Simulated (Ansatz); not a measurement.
System: GeH5CBr3N2 (CH(NH2)2GeBr3).

The structure was built from a prototype and need not be the compound's stable phase.

The cell holds 12 atoms: 1 C, 5 H, 2 N, 1 Ge and 3 Br. Cell: a = 5.963 Å, b = 5.862 Å, c = 5.961 Å, α = 89.1°, β = 80.5°, γ = 91.0°.

```cif
data_structure
_symmetry_space_group_name_H-M 'P 1'
_symmetry_Int_Tables_number 1
_cell_length_a 5.9627
_cell_length_b 5.8624
_cell_length_c 5.9609
_cell_angle_alpha 89.143
_cell_angle_beta 80.452
_cell_angle_gamma 91.030
_cell_volume 205.41
loop_
_atom_site_label
_atom_site_type_symbol
_atom_site_fract_x
_atom_site_fract_y
_atom_site_fract_z
_atom_site_occupancy
C1 C 0.97221 0.93423 0.02809 1
H2 H 0.90698 0.76752 0.09493 1
N3 N 0.87990 0.02628 0.86447 1
N4 N 0.13718 0.02853 0.11723 1
H5 H 0.75382 0.94162 0.80126 1
H6 H 0.20288 0.94599 0.24273 1
H7 H 0.93445 0.17976 0.78768 1
H8 H 0.21238 0.18241 0.06134 1
Ge9 Ge 0.47435 0.52799 0.52458 1
Br10 Br 0.46893 0.51083 0.95140 1
Br11 Br 0.50796 0.96193 0.49137 1
Br12 Br 0.04784 0.50817 0.53197 1
```

The structure was relaxed with PBE-D3(BJ). The runs that relaxed it are not among those shown. PAW set soft_2, made with PBE.

Gaps computed with Ansatz 0.2.0 without a self-energy: PBE 2.16 eV, PBE+SOC 2.12 eV, r2SCAN 2.48 eV and HSE06 2.88 eV. The mean ε∞ by PBE perturbation theory is 3.88.

Question: Estimate the G0W0@PBE gap with 4×4×4 mesh, 856 empty bands, screening to 150 eV, default PAW files.

About 3.57 eV: on its mesh the run moves the gap from 2.16 eV by +1.41 eV. Among the scalar-relativistic levels given, HSE06 is nearest (−0.69 eV). One-shot corrections scale roughly with one over ε∞, here 0.26. Spin-orbit coupling is not in that value; its −0.04 eV at the PBE level would bring it to about 3.53 eV. Bands and cutoff are finite, so the gap stands short of the basis limit, usually by up to a few tenths of an eV; the mesh is an error of its own. The many-body steps are scalar-relativistic: spin-orbit coupling is not in them.

[Long decimals in the printed logs are rounded to 6 places.]

[Logs are printed without paths, hosts, clocks, repeated set-up lines and the standing remarks that a program may print on its own settings, such as how far it seeks lower states.]

[Paths, hosts, dates, memory and timing lines, banners, echoed tables and standing remarks are left out of the program output; an Ansatz launch command may be rebuilt from the run's recorded settings. Measured values are a selection of at most five: reports struck by readers or far from the other reports are left out. None is set beside runs whose start may be inverted or whose files or cutoffs have a known fault.]

[Runs of the session that timed out or met a known fault of the program may be left out.]

[Cells called generated may have been cut or substituted from an entry of the Crystallography Open Database or the Materials Project.]

[Hosts, paths, dates, database ids (printed as entryN), source tags and the programs' standing remarks are cut or masked in the printed files.]

[Where the starting crystal was built by hand or by swapping elements, it need not be the compound's stable phase.]
